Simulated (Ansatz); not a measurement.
# Gap against strain: Sn wire along [110], 8 atoms a period, H-terminated

Set-up. Ansatz 0.2.0, plane waves with PAW datasets, PBE, Fermi-Dirac smearing of 0.05 eV, no spin-orbit coupling. The period is scaled from its relaxed value of 4.703 Å and the atoms relax, within the symmetry of the start, at each strain ε (in %); gaps, in eV, are read on a band path.

| period (Å) | energy (eV a cell) | place of the conduction minimum (Γ = 0, Z = 1) | ε | gap |
| --- | --- | --- | --- | --- |
| 4.515 | +0.108 | 0.00 | −4 | 1.375 |
| 4.609 | +0.025 | 0.00 | −2 | 1.372 |
| 4.703 | 0.000 | 0.00 | 0 | 1.332 |
| 4.891 | +0.102 | 0.00 | 4 | 1.202 |
| 4.985 | +0.220 | 0.00 | 6 | 1.126 |

One run is withheld: period (Å) = 4.797, with ε = 2. Fit a straight line gap = a + b × ε to the 5 rows shown and predict it.

**Fit.** The means are 0.8 for ε and 1.282 for gap. The sum of products of deviations is −1.807 and the sum of squares in ε is 68.8, so b = −1.807 / 68.8 = −0.02627 and a = 1.282 − (−0.02627) × 0.8 = 1.303. The residuals' standard deviation, with 3 degrees of freedom, is σ = 0.03.

**Prediction.** gap = 1.303 + (−0.02627) × 2 = 1.25. The run gave 1.274, so the prediction less the run is −0.024. The standard error of a prediction there, σ√(1 + 1/5 + (2 − 0.8)²/68.8), is 0.033, and the miss is 0.74 times that, for a point between the fitted rows. With so few rows σ is itself uncertain.

The gap narrows at every step from compression to tension.

**Limits.** Kohn-Sham gaps of a wire among periodic images, which in a check on one flat ribbon (7 Å apart) lowered the gap by 0.2 eV and flattened the slope; the slope b × 100 is a mean deformation potential of the gap, in eV per unit strain. Between neighbouring runs it lies between −3.8 and −0.1 eV, so a bend, a kink or scatter between runs makes one line a rough account. The unstrained row comes from a denser mesh than the others, which shifts its energy a little. Series of this kind are told only where this holds: a gap at every strain (compound wires with polar facets were set aside first). 88 of 101 did.
